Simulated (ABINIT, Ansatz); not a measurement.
# A GW chain in ABINIT: Ba3ZnN2O (P4/mmm)

Wanted: ground state, empty states, screening and self-energy for Ba3ZnN2O (P4/mmm).

Program: ABINIT 10.8.3. Level of theory: PBEsol and many-body steps on it, plane waves. Results are calculated unless marked as measured.

Most raw output is cut from this account.

## (1) Starting point

The structure is tetragonal, space group P4/mmm (No. 123). The conventional cell has a = 4.150 Å, b = 4.150 Å, c = 9.293 Å, α = 90.00°, β = 90.00°, γ = 90.00°. Nearest to Ba lie 1 O at 2.62 Å and 4 N at 2.94 Å. Nearest to Ba lie 2 N at 2.79 Å and 4 O at 2.93 Å. Nearest to Zn lie 2 N at 1.85 Å. Nearest to N lie 1 Zn at 1.85 Å and 5 Ba at 2.79 to 2.94 Å. Nearest to O lie 6 Ba at 2.62 to 2.93 Å. Farther neighbours and most contacts between anions are not listed.

Structure file:

```cif
data_structure
_symmetry_space_group_name_H-M 'P 1'
_symmetry_Int_Tables_number 1
_cell_length_a 4.1498
_cell_length_b 4.1498
_cell_length_c 9.2928
_cell_angle_alpha 90.000
_cell_angle_beta 90.000
_cell_angle_gamma 90.000
_cell_volume 160.03
loop_
_atom_site_label
_atom_site_type_symbol
_atom_site_fract_x
_atom_site_fract_y
_atom_site_fract_z
_atom_site_occupancy
Ba1 Ba 0.00000 0.00000 0.21788 1
Ba2 Ba 0.00000 0.00000 0.78212 1
Ba3 Ba 0.50000 0.50000 0.50000 1
Zn4 Zn 0.50000 0.50000 0.00000 1
N5 N 0.50000 0.50000 0.80054 1
N6 N 0.50000 0.50000 0.19946 1
O7 O 0.00000 0.00000 0.50000 1
```

The cell and positions are those that the Materials Project relaxed with its own functionals (PBE, PBE+U or r2SCAN), kept fixed. Spin-orbit coupling is left out unless a step names it.

## (2) Ground state

This step: ABINIT 10.8.3; DFT, PBEsol, plane waves, norm-conserving pseudopotentials.

The ground-state density comes first.

run.abi

```
acell 3*1.0 Angstrom
rprim 
  4.149767000000 0.000000000000 0.000000000000
  0.000000000000 4.149767000000 0.000000000000
  0.000000000000 0.000000000000 9.292831000000
ntypat 4
znucl 56 30 7 8
natom 7
typat 1 1 1 2 3 3 4
xred 
  0.000000000000 0.000000000000 0.217885000000
  0.000000000000 0.000000000000 0.782115000000
  0.500000000000 0.500000000000 0.500000000000
  0.500000000000 0.500000000000 0.000000000000
  0.500000000000 0.500000000000 0.800540000000
  0.500000000000 0.500000000000 0.199460000000
  0.000000000000 0.000000000000 0.500000000000
pp_dirpath "pseudos"
pseudos "Ba.upf, Zn.upf, N.upf, O.upf"
ecut 38
ngkpt 6 6 2
nshiftk 1
shiftk 0 0 0
kptopt 1
chksymbreak 0
nband 40
occopt 1
tolvrs 1e-10
nstep 60
prtwf 0
optforces 0
optstress 0
indata_prefix "in"
outdata_prefix "out"
tmpdata_prefix "tmp"
```

Run with:

```
> OMP_NUM_THREADS=1 mpirun -n 4 abinit run.abi > log
```

Wall time 3.7 min (4 MPI ranks of Arm Neoverse V1, shared host); peak memory 0.59 GiB; 14 min of CPU time.

This step gave:

- total energy: -8994.6160 eV
- gap: 0.3965 eV
- k of the valence top: 0, 0, 0.5
- k of the conduction bottom: 0.5, 0.5, 0.5
- least direct gap: 0.4563 eV

The gap is indirect, with the least direct gap 0.06 eV higher.

## (3) Bands along the symmetry lines

The cheap functional maps the bands first; the places of the edges decide which points the dearer methods must see.

Edit run.abi of step 2 so:

```diff
@@ -20,14 +20,53 @@
 ecut 38
-ngkpt 6 6 2
-nshiftk 1
-shiftk 0 0 0
-kptopt 1
-chksymbreak 0
+iscf -2
+irdden 1
+kptopt 0
+nkpt 39
+kpt 
+  0.00000000 0.00000000 0.00000000
+  0.00000000 0.12500000 0.00000000
+  0.00000000 0.25000000 0.00000000
+  0.00000000 0.37500000 0.00000000
+  0.00000000 0.50000000 0.00000000
+  0.12500000 0.50000000 0.00000000
+  0.25000000 0.50000000 0.00000000
+  0.37500000 0.50000000 0.00000000
+  0.50000000 0.50000000 0.00000000
+  0.37500000 0.37500000 0.00000000
+  0.25000000 0.25000000 0.00000000
+  0.12500000 0.12500000 0.00000000
+  0.00000000 0.00000000 0.00000000
+  0.00000000 0.00000000 0.12500000
+  0.00000000 0.00000000 0.25000000
+  0.00000000 0.00000000 0.37500000
+  0.00000000 0.00000000 0.50000000
+  0.00000000 0.12500000 0.50000000
+  0.00000000 0.25000000 0.50000000
+  0.00000000 0.37500000 0.50000000
+  0.00000000 0.50000000 0.50000000
+  0.12500000 0.50000000 0.50000000
+  0.25000000 0.50000000 0.50000000
+  0.37500000 0.50000000 0.50000000
+  0.50000000 0.50000000 0.50000000
+  0.37500000 0.37500000 0.50000000
+  0.25000000 0.25000000 0.50000000
+  0.12500000 0.12500000 0.50000000
+  0.00000000 0.00000000 0.50000000
+  0.00000000 0.50000000 0.00000000
+  0.00000000 0.50000000 0.12500000
+  0.00000000 0.50000000 0.25000000
+  0.00000000 0.50000000 0.37500000
+  0.00000000 0.50000000 0.50000000
+  0.50000000 0.50000000 0.00000000
+  0.50000000 0.50000000 0.12500000
+  0.50000000 0.50000000 0.25000000
+  0.50000000 0.50000000 0.37500000
+  0.50000000 0.50000000 0.50000000
+istwfk *1
 nband 40
-occopt 1
-tolvrs 1e-10
-nstep 60
+nbdbuf 2
+tolwfr 1e-08
+nstep 40
 prtwf 0
-optforces 0
-optstress 0
+prtvol 0
 indata_prefix "in"
```

Run time: 2.7 min. Hardware: 4 MPI ranks; peak memory 0.63 GiB; 10 min of CPU time.

This step gave:

```
gap                        : 0.3965 eV
k of the valence top       : 0, 0, 0.5
k of the conduction bottom : 0.5, 0.5, 0.5
least direct gap           : 0.4563 eV
```

The gap is 0.396 eV, as in the run before at this level.

The electronic bands at the labelled points (eV, zero at the top of the highest filled band):

```csv
point,band 30,band 31,band 32,band 33,band 34,band 35,band 36,band 37
Γ,-0.70,-0.70,-0.11,-0.11,0.65,0.90,1.98,2.71
halfway,-1.38,-1.24,-1.02,-0.68,1.34,1.90,2.66,2.91
X,-1.70,-1.69,-1.41,-1.14,1.31,2.76,3.32,3.33
halfway,-1.35,-1.33,-0.98,-0.69,1.37,1.96,2.25,2.34
M,-1.20,-1.20,-0.23,-0.23,1.40,1.40,1.56,1.56
halfway,-1.34,-1.27,-1.09,-0.34,1.48,1.98,2.28,2.94
Γ,-0.70,-0.70,-0.11,-0.11,0.65,0.90,1.98,2.71
halfway,-0.74,-0.74,-0.05,-0.05,0.68,1.34,1.78,2.57
Z,-0.77,-0.77,0.00,0.00,0.72,1.63,1.97,2.16
halfway,-1.77,-1.33,-0.89,-0.56,1.81,1.93,2.56,2.80
R,-2.19,-1.80,-1.52,-1.01,1.48,2.95,3.26,3.35
halfway,-1.81,-1.40,-0.79,-0.54,0.84,1.31,2.89,3.74
A,-1.27,-1.27,-0.06,-0.06,0.40,0.40,3.64,3.64
halfway,-1.95,-1.15,-1.12,-0.19,1.15,1.98,2.83,3.19
Z,-0.77,-0.77,0.00,0.00,0.72,1.63,1.97,2.16
jump to X,-1.70,-1.69,-1.41,-1.14,1.31,2.76,3.32,3.33
halfway,-1.78,-1.75,-1.61,-1.07,1.41,2.89,3.27,3.35
R,-2.19,-1.80,-1.52,-1.01,1.48,2.95,3.26,3.35
jump to M,-1.20,-1.20,-0.23,-0.23,1.40,1.40,1.56,1.56
halfway,-1.23,-1.23,-0.17,-0.17,0.73,0.73,2.51,2.51
A,-1.27,-1.27,-0.06,-0.06,0.40,0.40,3.64,3.64
```

## (4) Empty states on the mesh, 2×2×1 mesh, 121 bands

The sums over transitions need many empty states on a uniform mesh; this step solves for them.

run.abi

```
acell 3*1.0 Angstrom
rprim 
  4.149767000000 0.000000000000 0.000000000000
  0.000000000000 4.149767000000 0.000000000000
  0.000000000000 0.000000000000 9.292831000000
ntypat 4
znucl 56 30 7 8
natom 7
typat 1 1 1 2 3 3 4
xred 
  0.000000000000 0.000000000000 0.217885000000
  0.000000000000 0.000000000000 0.782115000000
  0.500000000000 0.500000000000 0.500000000000
  0.500000000000 0.500000000000 0.000000000000
  0.500000000000 0.500000000000 0.800540000000
  0.500000000000 0.500000000000 0.199460000000
  0.000000000000 0.000000000000 0.500000000000
pp_dirpath "pseudos"
pseudos "Ba.upf, Zn.upf, N.upf, O.upf"
ecut 38
ngkpt 2 2 1
nshiftk 1
shiftk 0 0 0
kptopt 1
chksymbreak 0
iscf -2
irdden 1
istwfk *1
nband 121
nbdbuf 10
tolwfr 1e-09
nstep 60
prtvol 0
indata_prefix "in"
outdata_prefix "out"
tmpdata_prefix "tmp"
```

The job ended after 59 s (4 MPI ranks; peak memory 0.44 GiB; 3.8 min of CPU time).

Numbers from this step:

```yaml
gap: 0.7559 eV
k_of_the_valence_top: 0, 0, 0
k_of_the_conduction_bottom: 0, 0, 0
least_direct_gap: 0.7559 eV
k_points_computed: 3
lowest_point_of_the_top_converged_band_above_the_valence_top: 28.17 eV
```

On this mesh the gap is 0.756 eV. The earlier step found 0.396 eV, so this mesh misses an edge.

## (5) Screening, 2×2×1 mesh, 111 bands, screening to 98 eV

The RPA dielectric matrix is built and inverted for each q.

This step: RPA screening on PBEsol, plane waves, norm-conserving pseudopotentials.

Edit run.abi of step 4 so:

```diff
@@ -25,10 +25,11 @@
 chksymbreak 0
-iscf -2
-irdden 1
 istwfk *1
-nband 121
-nbdbuf 10
-tolwfr 1e-09
-nstep 60
-prtvol 0
+occopt 1
+irdwfk 1
+optdriver 3
+nband 111
+ecuteps 3.6
+inclvkb 2
+awtr 1
+symchi 1
 indata_prefix "in"
```

Wall time 31 s (4 MPI ranks); peak memory 1.4 GiB.

Numbers from this step:

- ε∞ with local fields, on this mesh, along the program's q direction: 9.316
- the same without local fields: 10.63
- plasma frequency: 23.85 eV
- plane waves in the screening matrix: 371

Local fields lower ε∞ by 12 %. On a Γ-centred mesh this coarse the value itself is usually too large, while a short band sum pulls it down.

## (6) Self-energy, 2×2×1 mesh, 111 bands, screening to 98 eV

The self-energy is evaluated for the states that the input lists, and the levels follow from it, in one-shot runs by the linearised quasiparticle equation.

This step: G0W0 on PBEsol, plane waves, norm-conserving pseudopotentials.

Edit run.abi of step 5 so:

```diff
@@ -28,8 +28,15 @@
 irdwfk 1
-optdriver 3
+optdriver 4
 nband 111
+gwcalctyp 0
+ecutsigx 38
+symsigma 1
+nkptgw 1
+kptgw 
+  0.0000000000 0.0000000000 0.0000000000
+bdgw 
+  32 35
 ecuteps 3.6
-inclvkb 2
-awtr 1
-symchi 1
+irdscr 1
+ppmodel 1
 indata_prefix "in"
```

It took 8.7 s on 4 MPI ranks; peak memory 1 GiB.

Numbers from this step:

```
G0W0 gap on the points computed              : 0.9900 eV
starting gap on the mesh                     : 0.7559 eV
k of the valence top                         : 0, 0, 0
k of the conduction bottom                   : 0, 0, 0
Z at the valence top                         : 0.739
Z at the conduction bottom                   : 0.816
least direct G0W0 gap on the computed points : 0.9900 eV
```

The gap on the mesh goes from 0.76 eV to 0.99 eV, a correction of +0.23 eV. The start differs from the 0.40 eV found before because the two sample other k points.

Limits: finite bands, cutoff and mesh; d shell near the gap, gap tends to lie low; no spin-orbit coupling; coarse k mesh. v1 is the top filled band, c1 the lowest empty one. Levels before and after the correction, in eV, zero at the valence-band top of each column:

```csv
,conduction bottom,valence top
Kohn-Sham,0.76,0.00
G0W0,0.99,0.00
```

```csv
,level,energy (eV)
Kohn-Sham,Γ v2-v1,0.000
Kohn-Sham,Γ c1,0.756
Kohn-Sham,Γ c2,1.003
G0W0,Γ v2-v1,0.000
G0W0,Γ c1,0.990
G0W0,Γ c2,1.317
```

## (7) Where the time went

Times are wall times on 4 MPI ranks of Arm Neoverse V1, shared host. The host was busy with other work, so they are no guide to cost.

```csv
step,time,share,memory (GiB)
ground state,3.7 min,46 %,0.59
bands along the symmetry lines,2.7 min,34 %,0.63
empty states on the mesh,59 s,12 %,0.44
screening,31 s,6 %,1.4
self-energy,8.7 s,2 %,1.0
```

## (8) Summary of results

| Property | Result |
| --- | --- |
| PBEsol gap | 0.40 eV, indirect |
| G0W0 gap on the mesh | 0.99 eV |
| G0W0 gap over the zone (rigid shift) | 0.63 eV |
| GW settings | 2×2×1 mesh, 111 bands, screening to 98 eV, Godby-Needs plasmon pole |
| known limits | not at the basis limit; d shell near the gap, gap tends to lie low; no spin-orbit coupling; coarse k mesh |

What this shows: G0W0 moves the gap on the mesh from 0.76 eV to 0.99 eV (+0.23 eV), with Z of 0.74 and 0.82 at the edges. The mesh misses the band edges by 0.36 eV in all; a rigid shift gives 0.63 eV for the zone. Local fields lower the RPA ε∞ on this mesh from 10.63 to 9.32; a Γ-centred mesh this coarse tends to raise both, most where the direct gap is narrow, while a short band sum lowers them. Only 1 of the mesh's irreducible points was corrected, so a valley elsewhere could overtake. Bands and cutoff are finite, so the gap is not at the basis limit. The miss can reach some tenths of an eV and take either sign; the mesh is an error of its own. In the G0W0 run levels were corrected at 1 k point alone, so a gap called «on the mesh» is the least over those, and an edge elsewhere would be missed. A denser mesh or path gives a starting gap of 0.40 eV: the GW mesh misses a band edge, so its gaps are not the fundamental one. The 2×2×1 mesh is coarse for this cell, which bears on the long-range parts of exchange and screening. A d shell, filled or nearly so, lies near the gap. One-shot GW converges very slowly in bands there, not always from below, and on a semilocal start the gap tends to come out low; starts rich in exact exchange can overshoot instead. The many-body steps are scalar-relativistic: spin-orbit coupling is not in them.

[Paths, hosts, dates, memory and timing lines, banners, echoed tables and standing remarks are left out of the program output.]

[Logs are printed without paths, hosts, clocks, repeated set-up lines and the standing remarks that a program may print on its own settings, such as how far it seeks lower states.]

[Runs of the session that timed out or met a known fault of the program may be left out.]

[Hosts, paths, dates, database ids (printed as entryN), source tags and the programs' standing remarks are cut or masked in the printed files.]

[G0W0 gaps are taken among the corrected bands and points alone; a level outside them can change the order at an edge.]

[Where Ansatz stands beside ABINIT at settings called matched, ABINIT's density can come from a denser mesh and the files from another edition; pairs whose starting gaps differed by over 0.03 eV were left out, so agreement reads better than it is.]
